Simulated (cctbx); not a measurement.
# What is wrong with this refinement?

Cell a = 12.3940 Å, b = 12.3940 Å, c = 12.3940 Å, α = 90.00°, β = 90.00°, γ = 90.00°; space group Fd-3m (no. 227, origin choice 1).

Simulated single-crystal data (cctbx): Cu Kα, λ = 1.54184 Å, to d = 0.83 Å, 95 % of the full sphere, strongest reflection 20000 counts, noise from counting, a 2 % proportional error and a noise floor of 2 counts (s.d.); no absorption.

An anisotropic refinement with weights 1/σ² prints:

```text
Rint 0.025, 108 unique reflections to 0.84 A
cycle     R1     wR2    GooF  max shift (A)
   1  0.0914  0.2548  21.197   0.00295
   2  0.0391  0.1315  10.940   0.00008
final R1 0.0391 wR2 0.1315 GooF 10.940  parameters 9  data/parameter 12.0
atom        x        y        z      Ueq    occ   su(xyz)  su(Uiso or U11)
Te1    0.37500  0.62500  0.37500   0.0101  1.000  0.00000  0.0009
Pr1    0.37500  0.12500  0.37500   0.0171  1.000  0.00000  0.0010
S1     0.25000  0.25000  0.04255   0.0160  1.000  0.00051  0.0018
O1     0.25000  0.75000  0.25000   0.0614  1.000  0.00000  0.0171
difference map: max 3.58 min -1.50 rms 0.39
Q1    0.1250  0.1250  0.6250   16    3.59  0.00 A from Te1
Q2    0.0000  0.0000  0.1989   48    0.75  0.11 A from S1
Q3    0.0429  0.1682  0.1682   96    0.46  1.27 A from Pr1
Q4    0.0374  0.0374  0.4626   32    0.44  0.80 A from O1
Q5    0.0000  0.0000  0.3647   48    0.35  1.68 A from O1
Q6    0.0371  0.0371  0.5742   96    0.34  1.13 A from O1
```

Q: Accept it or mend it, and why?

Mend it. The fault: elements exchanged: Pr1 is Te and Te1 is Pr. Against the right model at the same level, R1 goes from 0.0045 to 0.0391 and GooF from 0.93 to 10.94, U of Te1 shrinks from 0.0165 to 0.0101 Å², U of Pr1 swells from 0.0135 to 0.0171 Å² and the top difference peak, 3.6 e/Å³, lies on Te1. Pr1 has 7 electrons too many and its U swells to shed them, as expected; Te1 has 7 electrons too few and its U shrinks to make up, as expected.

The compound is Pr2Te2S6O. The right model at the same level gives:

```text
Rint 0.025, 108 unique reflections to 0.84 A
cycle     R1     wR2    GooF  max shift (A)
   1  0.0373  0.0978   8.136   0.00246
   2  0.0045  0.0111   0.925   0.00000
final R1 0.0045 wR2 0.0111 GooF 0.925  parameters 9  data/parameter 12.0
atom        x        y        z      Ueq    occ   su(xyz)  su(Uiso or U11)
Pr1    0.37500  0.62500  0.37500   0.0165  1.000  0.00000  0.0001
Te1    0.37500  0.12500  0.37500   0.0135  1.000  0.00000  0.0001
S1     0.25000  0.25000  0.04260   0.0170  1.000  0.00004  0.0002
O1     0.25000  0.75000  0.25000   0.0655  1.000  0.00000  0.0015
difference map: max 0.33 min -0.23 rms 0.05
Q1    0.0000  0.0000  0.0000    8    0.33  2.57 A from S1
Q2    0.0329  0.0329  0.9671   32    0.22  2.24 A from S1
Q3    0.0337  0.0337  0.4663   32    0.20  0.72 A from O1
Q4    0.0000  0.0000  0.2555   48    0.14  0.60 A from S1
Q5    0.0839  0.0839  0.3420   96    0.13  2.22 A from S1
Q6    0.0355  0.1460  0.1460   96    0.12  1.17 A from Te1
```

This is a model crystal, built by substitution and not relaxed, with assumed displacement parameters.

[Middle refinement cycles are left out of these outputs.]

[Logs are printed without paths, hosts, clocks, repeated set-up lines and the standing remarks that a program may print on its own settings, such as how far it seeks lower states.]
